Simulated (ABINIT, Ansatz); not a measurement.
**SrCl2 (Fm-3m): zone-centre phonons**

Aim: the zone-centre modes of SrCl2 (Fm-3m).

Calculated with ABINIT 10.8.3; DFT LDA, scalar-relativistic, plane waves, PseudoDojo norm-conserving pseudopotentials.

## (1) Set-up

Symmetry: Fm-3m, No. 225, cubic system. The conventional cell has a = 6.799 Å, b = 6.799 Å, c = 6.799 Å, α = 90.00°, β = 90.00°, γ = 90.00°. Nearest to Sr lie 8 Cl at 2.94 Å. Nearest to Cl lie 4 Sr at 2.94 Å. Farther neighbours and most contacts between anions are not listed.

## (2) Relaxation

The harmonic expansion needs vanishing forces, and a free crystal bears no stress, so cell and atoms are brought to rest. Stress is more sensitive to the basis than forces are: the last 3 Ha under the cutoff are smoothed with ecutsm, and the cutoff is raised above that of the later runs.

The starting cell comes from a relaxation made beforehand in Ansatz (LDA, PseudoDojo NC).

Contents of relax.abi:

```
# relaxation
ionmov 2
optcell 2
dilatmx 1.08
ntime 40
tolmxf 1.0d-05
tolvrs 1.0d-14
prtwf 0
prtden 0
chksymtnons 0

# basis, mesh and filling
ecut 35.0
ecutsm 3.0
ngkpt 6 6 6
nshiftk 1
shiftk 0.0 0.0 0.0
istwfk *1
occopt 1
nband 12
nstep 100
diemac 9.0
prtebands 0
prtgsr 0
useylm 1

# cell and atoms
acell 9.085448502 9.085448502 9.085448502
rprim 
    0.0 0.7071067812 0.7071067812
    0.7071067812 0.0 0.7071067812
    0.7071067812 0.7071067812 0.0
ntypat 2
znucl 38 17
natom 3
typat 1 2 2
xred 
    0.0 0.0 0.0
    0.25 0.25 0.25
    0.75 0.75 0.75
pp_dirpath "./pseudo"
pseudos "Sr.upf, Cl.upf"
```

Command:

```sh
$ OMP_NUM_THREADS=1 mpirun -n 4 abinit relax.abi > relax.log
```

Numbers of over 12 decimals in the logs are rounded to 6 here.

relax.abo, the main output file:

```text
[banners, grids, parts of the stress and lines that vanish by symmetry left out]
- input  file    -> relax.abi
- output file    -> relax.abo
- root for input  files -> relaxi
[...]
Symmetries : space group Fm -3 m (#225); Bravais cF (face-center cubic)
[...]
mpw =        6638          nfft =      157464          nkpt =          16
[...]
== DATASET  1 ==================================================================
[...]
cutoff_energies: {ecut:  35.0, pawecutdg:  -1.0, }
[...]
ETOT  1  -67.319737069849    -6.732E+01 9.270E-02 1.005E+02
 ETOT  2  -67.348867475312    -2.913E-02 5.056E-06 1.860E+01
 ETOT  3  -67.351151113234    -2.284E-03 3.416E-05 2.442E-01
 ETOT  4  -67.351165227462    -1.411E-05 3.077E-07 1.307E-02
 ETOT  5  -67.351165452245    -2.248E-07 8.407E-09 4.946E-04
[...]
At SCF step   11       vres2   =  5.22E-15 < tolvrs=  1.00E-14 =>converged.
[...]
sigma(1 1)=  1.72235327E-07  sigma(3 2)=  0.00000000E+00
  sigma(2 2)=  1.72235327E-07  sigma(3 1)=  0.00000000E+00
  sigma(3 3)=  1.72235327E-07  sigma(2 1)=  0.00000000E+00
[...]
convergence: {deltae: -8.811E-13, res2:  5.222E-15, residm:  4.937E-20, diffor: null, }
etotal    :  -6.73511655E+01
[...]
ETOT  1  -67.351165465507    -6.735E+01 5.635E-14 1.233E-05
[...]
At SCF step    8       vres2   =  1.04E-16 < tolvrs=  1.00E-14 =>converged.
[...]
sigma(1 1)=  1.48993218E-07  sigma(3 2)=  0.00000000E+00
  sigma(2 2)=  1.48993218E-07  sigma(3 1)=  0.00000000E+00
  sigma(3 3)=  1.48993218E-07  sigma(2 1)=  0.00000000E+00
[...]
convergence: {deltae: -2.473E-12, res2:  1.040E-16, residm:  1.200E-20, diffor: null, }
etotal    :  -6.73511655E+01
[...]
ETOT  1  -67.351165444982    -6.735E+01 5.770E-12 5.067E-04
[...]
ETOT  7  -67.351165469980    -2.728E-12 5.732E-17 7.915E-13
 ETOT  8  -67.351165469977     3.055E-12 4.864E-19 3.778E-15
 At SCF step    8       vres2   =  3.78E-15 < tolvrs=  1.00E-14 =>converged.
[...]
sigma(1 1)= -6.16872612E-12  sigma(3 2)=  0.00000000E+00
  sigma(2 2)= -6.16872612E-12  sigma(3 1)=  0.00000000E+00
  sigma(3 3)= -6.16872482E-12  sigma(2 1)=  0.00000000E+00
[...]
convergence: {deltae:  3.055E-12, res2:  3.778E-15, residm:  4.864E-19, diffor: null, }
etotal    :  -6.73511655E+01
[...]
At Broyd/MD step   3, gradients are converged :
[...]
sigma(1 1)= -6.16872612E-12  sigma(3 2)=  0.00000000E+00
  sigma(2 2)= -6.16872612E-12  sigma(3 1)=  0.00000000E+00
  sigma(3 3)= -6.16872482E-12  sigma(2 1)=  0.00000000E+00
[...]
- sigma(1 1)= -1.81490188E-07  sigma(3 2)=  0.00000000E+00
- sigma(2 2)= -1.81490188E-07  sigma(3 1)=  0.00000000E+00
- sigma(3 3)= -1.81490150E-07  sigma(2 1)=  0.00000000E+00
[...]
fcart      7.8453265218E-32 -5.7987196031E-32 -2.3877080719E-32
           strten     -6.1687261202E-12 -6.1687261202E-12 -6.1687248191E-12
================================================================================

[key lines of the parts left out:]
pressure_GPa:   1.8149E-07
Total energy (etotal) [Ha]= -6.73511654699772E+01
```

The job ended after 83 s (4 MPI ranks of Intel Xeon at 2.70GHz, shared host).

Little changed from the start: no atom moved by 0.005 Å and no cell edge by 0.1 %.

Read from the output:

| Property | Result |
| --- | --- |
| volume per atom | 26.19 Å³ |
| pressure | 1.81e-7 GPa |

## (3) Self-consistent run for the response

The response is built on these wavefunctions, so the potential is converged far more tightly than an energy would need. The mesh is shifted off Γ, since shifted meshes converge sums over the zone faster.

Contents of gs.abi:

```
# ground state
tolvrs 1.0d-16
prtden 1
prtwf 1

# basis, mesh and filling
ecut 28.0
ngkpt 4 4 4
nshiftk 4
shiftk 
    0.5 0.5 0.5
    0.5 0.0 0.0
    0.0 0.5 0.0
    0.0 0.0 0.5
istwfk *1
occopt 1
nband 12
nstep 100
diemac 9.0
prtebands 0
prtgsr 0
useylm 1

# cell and atoms
acell 9.085100651 9.085100651 9.085100651
rprim 
    0.0 0.7071067812 0.7071067812
    0.7071067812 0.0 0.7071067812
    0.7071067812 0.7071067812 0.0
ntypat 2
znucl 38 17
natom 3
typat 1 2 2
xred 
    0.0 0.0 0.0
    0.25 0.25 0.25
    0.75 0.75 0.75
pp_dirpath "./pseudo"
pseudos "Sr.upf, Cl.upf"
```

Command:

```sh
$ OMP_NUM_THREADS=1 mpirun -n 4 abinit gs.abi > gs.log
```

gs.abo, the main output file:

```text
[banners, grids, parts of the stress and lines that vanish by symmetry left out]
- input  file    -> gs.abi
- output file    -> gs.abo
- root for input  files -> gsi
[...]
Symmetries : space group Fm -3 m (#225); Bravais cF (face-center cubic)
[...]
mpw =        3760          nfft =       91125          nkpt =          10
[...]
== DATASET  1 ==================================================================
[...]
cutoff_energies: {ecut:  28.0, pawecutdg:  -1.0, }
[...]
ETOT  1  -67.327616684938    -6.733E+01 2.243E-02 6.172E+01
 ETOT  2  -67.347959031701    -2.034E-02 8.735E-07 1.304E+01
 ETOT  3  -67.350735984856    -2.777E-03 3.752E-05 1.112E-01
 ETOT  4  -67.350745101448    -9.117E-06 1.641E-07 8.193E-03
 ETOT  5  -67.350745435033    -3.336E-07 2.595E-09 3.269E-04
[...]
ETOT 10  -67.350745453203     6.523E-12 3.287E-18 2.899E-14
 ETOT 11  -67.350745453209    -6.565E-12 9.729E-20 9.274E-17
 At SCF step   11       vres2   =  9.27E-17 < tolvrs=  1.00E-16 =>converged.
[...]
sigma(1 1)=  8.29867522E-06  sigma(3 2)=  0.00000000E+00
  sigma(2 2)=  8.29867522E-06  sigma(3 1)=  0.00000000E+00
  sigma(3 3)=  8.29867522E-06  sigma(2 1)=  0.00000000E+00
[...]
convergence: {deltae: -6.565E-12, res2:  9.274E-17, residm:  9.729E-20, diffor: null, }
etotal    :  -6.73507455E+01
[...]
sigma(1 1)=  8.29867522E-06  sigma(3 2)=  0.00000000E+00
  sigma(2 2)=  8.29867522E-06  sigma(3 1)=  0.00000000E+00
  sigma(3 3)=  8.29867522E-06  sigma(2 1)=  0.00000000E+00
[...]
- sigma(1 1)=  2.44155455E-01  sigma(3 2)=  0.00000000E+00
- sigma(2 2)=  2.44155455E-01  sigma(3 1)=  0.00000000E+00
- sigma(3 3)=  2.44155455E-01  sigma(2 1)=  0.00000000E+00
[...]
fcart     -0.0000000000E+00 -0.0000000000E+00 -0.0000000000E+00
           strten      8.2986752244E-06  8.2986752244E-06  8.2986752244E-06
================================================================================

[key lines of the parts left out:]
pressure_GPa:  -2.4416E-01
```

Elapsed: 15 s, on 4 MPI ranks.

Numbers from this step:

```
pressure : -0.2442 GPa
```

The cell stands at -0.24 GPa: the relaxation ran with a smoothed and higher cutoff and on another k mesh.

## (4) Empty bands

Empty bands on the ground state's density check that the gap assumed so far is there in this cell.

Contents of gap.abi:

```
# empty bands on the ground state's density
iscf -2
getden_filepath "gso_DEN"
tolwfr 1.0d-12
nbdbuf 2
prtwf 0

# basis, mesh and filling
ecut 28.0
ngkpt 6 6 6
nshiftk 1
shiftk 0.0 0.0 0.0
istwfk *1
occopt 1
nband 16
nstep 100
diemac 9.0
prtebands 0
prtgsr 0
useylm 1

# cell and atoms
acell 9.085100651 9.085100651 9.085100651
rprim 
    0.0 0.7071067812 0.7071067812
    0.7071067812 0.0 0.7071067812
    0.7071067812 0.7071067812 0.0
ntypat 2
znucl 38 17
natom 3
typat 1 2 2
xred 
    0.0 0.0 0.0
    0.25 0.25 0.25
    0.75 0.75 0.75
pp_dirpath "./pseudo"
pseudos "Sr.upf, Cl.upf"
```

Command:

```sh
$ OMP_NUM_THREADS=1 mpirun -n 4 abinit gap.abi > gap.log
```

gap.abo, the main output file:

```text
[banners, grids, parts of the stress and lines that vanish by symmetry left out]
- input  file    -> gap.abi
- output file    -> gap.abo
- root for input  files -> gapi
[...]
Symmetries : space group Fm -3 m (#225); Bravais cF (face-center cubic)
[...]
mpw =        3812          nfft =       91125          nkpt =          16
[...]
== DATASET  1 ==================================================================
[...]
cutoff_energies: {ecut:  28.0, pawecutdg:  -1.0, }
[...]
-outvars: echo values of variables after computation
            acell      9.0851006510E+00  9.0851006510E+00  9.0851006510E+00 Bohr
================================================================================
```

The job ended after 14 s (4 MPI ranks; 54 s of CPU time).

This step gave:

| Item | Value |
| --- | --- |
| gap on the k-mesh | 5.103 eV |

In this cell the gap on the mesh is 5.1 eV, direct, so fixed occupations hold.

## (5) Zone-centre response

The derivative of the wavefunctions by k comes first, since the response to a field is built on it; then the field and the displacements that symmetry doesn't supply are solved at q = 0.

It reads the wavefunctions written in step 3.

Contents of dfpt_gamma.abi:

```
ndtset 2

# common to the responses
getwfk_filepath "gso_WFK"
kptopt 2
nqpt 1
qpt 0.0 0.0 0.0
asr 0
chneut 0

# d/dk
rfelfd1 2
rfdir1 1 1 1
iscf1 -3
tolwfr1 1.0d-20

# displacements, field
rfphon2 1
rfatpol2 1 3
rfdir2 1 1 1
rfelfd2 3
getddk2 1
tolvrs2 1.0d-10
prtwf2 0

# basis, mesh and filling
ecut 28.0
ngkpt 4 4 4
nshiftk 4
shiftk 
    0.5 0.5 0.5
    0.5 0.0 0.0
    0.0 0.5 0.0
    0.0 0.0 0.5
istwfk *1
occopt 1
nband 12
nstep 100
diemac 9.0
prtebands 0
prtgsr 0
useylm 1

# cell and atoms
acell 9.085100651 9.085100651 9.085100651
rprim 
    0.0 0.7071067812 0.7071067812
    0.7071067812 0.0 0.7071067812
    0.7071067812 0.7071067812 0.0
ntypat 2
znucl 38 17
natom 3
typat 1 2 2
xred 
    0.0 0.0 0.0
    0.25 0.25 0.25
    0.75 0.75 0.75
pp_dirpath "./pseudo"
pseudos "Sr.upf, Cl.upf"
```

Command:

```sh
$ OMP_NUM_THREADS=1 mpirun -n 4 abinit dfpt_gamma.abi > dfpt_gamma.log
```

dfpt_gamma.abo, the main output file:

```text
[banners, grids, parts of the stress and lines that vanish by symmetry left out]
- input  file    -> dfpt_gamma.abi
- output file    -> dfpt_gamma.abo
- root for input  files -> dfpt_gammai
[...]
DATASET    1 : space group Fm -3 m (#225); Bravais cF (face-center cubic)
[...]
nfft =       91125          nkpt =         128
[...]
DATASET    2 : space group Fm -3 m (#225); Bravais cF (face-center cubic)
[...]
nfft =       91125          nkpt =         128
[...]
== DATASET  1 ==================================================================
[...]
cutoff_energies: {ecut:  28.0, pawecutdg:  -1.0, }
[...]
- 17.00000   7.00000  180309                  znucl, zion, pspdat
[...]
Perturbation : derivative vs k along direction   1
[...]
-ETOT  1  -16.396782461095     -1.640E+01 5.392E-02 0.000E+00
 ETOT  2  -16.427009744651     -3.023E-02 1.876E-04 0.000E+00
 ETOT  3  -16.427128091805     -1.183E-04 1.166E-06 0.000E+00
 ETOT  4  -16.427128727306     -6.355E-07 8.141E-09 0.000E+00
 ETOT  5  -16.427128731155     -3.849E-09 9.904E-11 0.000E+00
[...]
At SCF step   10   max residual=  9.99E-21 < tolwfr=  1.00E-20 =>converged.
[...]
Perturbation : derivative vs k along direction   2
[...]
-ETOT  1  -16.396782460844     -1.640E+01 5.392E-02 0.000E+00
[...]
At SCF step   10   max residual=  9.95E-21 < tolwfr=  1.00E-20 =>converged.
[...]
Perturbation : derivative vs k along direction   3
[...]
-ETOT  1  -16.396782460593     -1.640E+01 5.392E-02 0.000E+00
[...]
At SCF step   10   max residual=  9.99E-21 < tolwfr=  1.00E-20 =>converged.
[...]
1        1       1.3476945738   -0.0000000000
     1        2       0.6738472869   -0.0000000000
     1        3       0.6738472869   -0.0000000000
     2        1       0.6738472869   -0.0000000000
     2        2       1.3476945738    0.0000000000
     2        3       0.6738472869    0.0000000000
     3        1       0.6738472869   -0.0000000000
     3        2       0.6738472869    0.0000000000
     3        3       1.3476945738    0.0000000000
[...]
== DATASET  2 ==================================================================
[...]
cutoff_energies: {ecut:  28.0, pawecutdg:  -1.0, }
[...]
Perturbation : displacement of atom   1   along direction   1
[...]
-ETOT  1   4.525377     -2.054E+03 1.017E+01 6.548E+02
[...]
At SCF step   10       vres2   =  1.58E-11 < tolvrs=  1.00E-10 =>converged.
[...]
Perturbation : displacement of atom   2   along direction   1
[...]
-ETOT  1   3.864280     -1.021E+03 1.262E+00 2.070E+03
[...]
At SCF step   11       vres2   =  1.43E-11 < tolvrs=  1.00E-10 =>converged.
[...]
Perturbation : homogeneous electric field along direction   1
[...]
-ETOT  1  -54.819255234234     -5.482E+01 4.544E-01 2.459E+04
[...]
ETOT 10  -64.440741115951     -7.475E-12 2.088E-14 9.466E-10
 ETOT 11  -64.440741115951     -2.842E-13 7.909E-16 1.878E-11
 At SCF step   11       vres2   =  1.88E-11 < tolvrs=  1.00E-10 =>converged.
[...]
Dielectric tensor, in cartesian coordinates,
[...]
1    5   1    5         3.1286519151        -0.0000000000
   1    5   2    5        -0.0000000000        -0.0000000000
   1    5   3    5        -0.0000000000        -0.0000000000
   2    5   1    5        -0.0000000000        -0.0000000000
   2    5   2    5         3.1286519151        -0.0000000000
   2    5   3    5        -0.0000000000        -0.0000000000
   3    5   1    5        -0.0000000000        -0.0000000000
   3    5   2    5        -0.0000000000        -0.0000000000
   3    5   3    5         3.1286519151        -0.0000000000
  Effective charges, in cartesian coordinates,
[...]
1    1   1    5         2.4882563088         0.0000000000
   2    1   1    5         0.0000000000         0.0000000000
   3    1   1    5        -0.0000000000         0.0000000000
   1    2   1    5        -1.2436752597         0.0000000000
   2    2   1    5         0.0000000000         0.0000000000
[...]
Effective charges, in cartesian coordinates,
[...]
2    5   1    3         0.0000000000         0.0000000000
   3    5   1    3         0.0000000000         0.0000000000
   1    5   2    3         0.0000000000         0.0000000000
   2    5   2    3        -1.2436752246         0.0000000000
   3    5   2    3         0.0000000000         0.0000000000
   1    5   3    3         0.0000000000         0.0000000000
   2    5   3    3         0.0000000000         0.0000000000
   3    5   3    3        -1.2436752246         0.0000000000
  Phonon wavevector (reduced coordinates) :  0.00000  0.00000  0.00000
 Phonon energies in Hartree :
[...]
Phonon frequencies in cm-1    :
-  2.743697E-01  2.743699E-01  2.743706E-01  1.553950E+02  1.553950E+02
-  1.553950E+02  1.915818E+02  1.915818E+02  1.915818E+02
  Phonon at Gamma, with non-analyticity in the
[...]
Phonon energies in Hartree :
[...]
Phonon frequencies in cm-1    :
-  2.743697E-01  2.743699E-01  2.751843E-01  1.553950E+02  1.553950E+02
-  1.915818E+02  1.915818E+02  1.915818E+02  2.361296E+02
  Phonon at Gamma, with non-analyticity in the
[...]
Phonon energies in Hartree :
[...]
Phonon frequencies in cm-1    :
-  2.743697E-01  2.743706E-01  2.751836E-01  1.553950E+02  1.553950E+02
-  1.915818E+02  1.915818E+02  1.915818E+02  2.361296E+02
  Phonon at Gamma, with non-analyticity in the
[...]
Phonon energies in Hartree :
[...]
Phonon frequencies in cm-1    :
-  2.743699E-01  2.743706E-01  2.751833E-01  1.553950E+02  1.553950E+02
-  1.915818E+02  1.915818E+02  1.915818E+02  2.361296E+02
[...]
fcart2     0.0000000000E+00  0.0000000000E+00  0.0000000000E+00
           strten2     0.0000000000E+00  0.0000000000E+00  0.0000000000E+00
================================================================================
```

The job ended after 7.4 min (4 MPI ranks; 29 min of CPU time).

This step gave:

```yaml
miss_of_the_charge_sum_rule: 9.06e-4 e
largest_acoustic_frequency_at_the_zone_centre_before_the_sum_rule: 0.27 cm⁻¹
highest_optical_zone_centre_mode_no_lo_to_term: 191.6 cm⁻¹
lowest_optical_zone_centre_mode: 155.4 cm⁻¹
mean_high_frequency_dielectric_constant: 3.129
largest_born_charge_in_size_third_of_the_trace: 2.488 e
```

Born charge (rows field, columns displacement), before the sum rule (e), principal values of the symmetric part by kind of site:

```
atom  atoms with these values    low  middle   high   mean
 Sr1                        1   2.49    2.49   2.49   2.49
 Cl2                        2  -1.24   -1.24  -1.24  -1.24
```

In full for Cl2:

```
-1.24  0.00  0.00
 0.00 -1.24  0.00
 0.00  0.00 -1.24
```

High-frequency dielectric tensor:

```
3.13 0.00 0.00
0.00 3.13 0.00
0.00 0.00 3.13
```

The acoustic modes at Γ come out as far as 0.3 cm⁻¹ from zero, where they should vanish, a small numerical error; the Born charges miss their sum rule by 9.1e-4 e, which is good.

[end of part 1 of 3]

[Host names and launcher messages were left out of these logs when they were recorded.]

[Logs are printed without paths, hosts, clocks, repeated set-up lines and the standing remarks that a program may print on its own settings, such as how far it seeks lower states.]

[Hosts, paths, dates, database ids (printed as entryN), source tags and the programs' standing remarks are cut or masked in the printed files.]
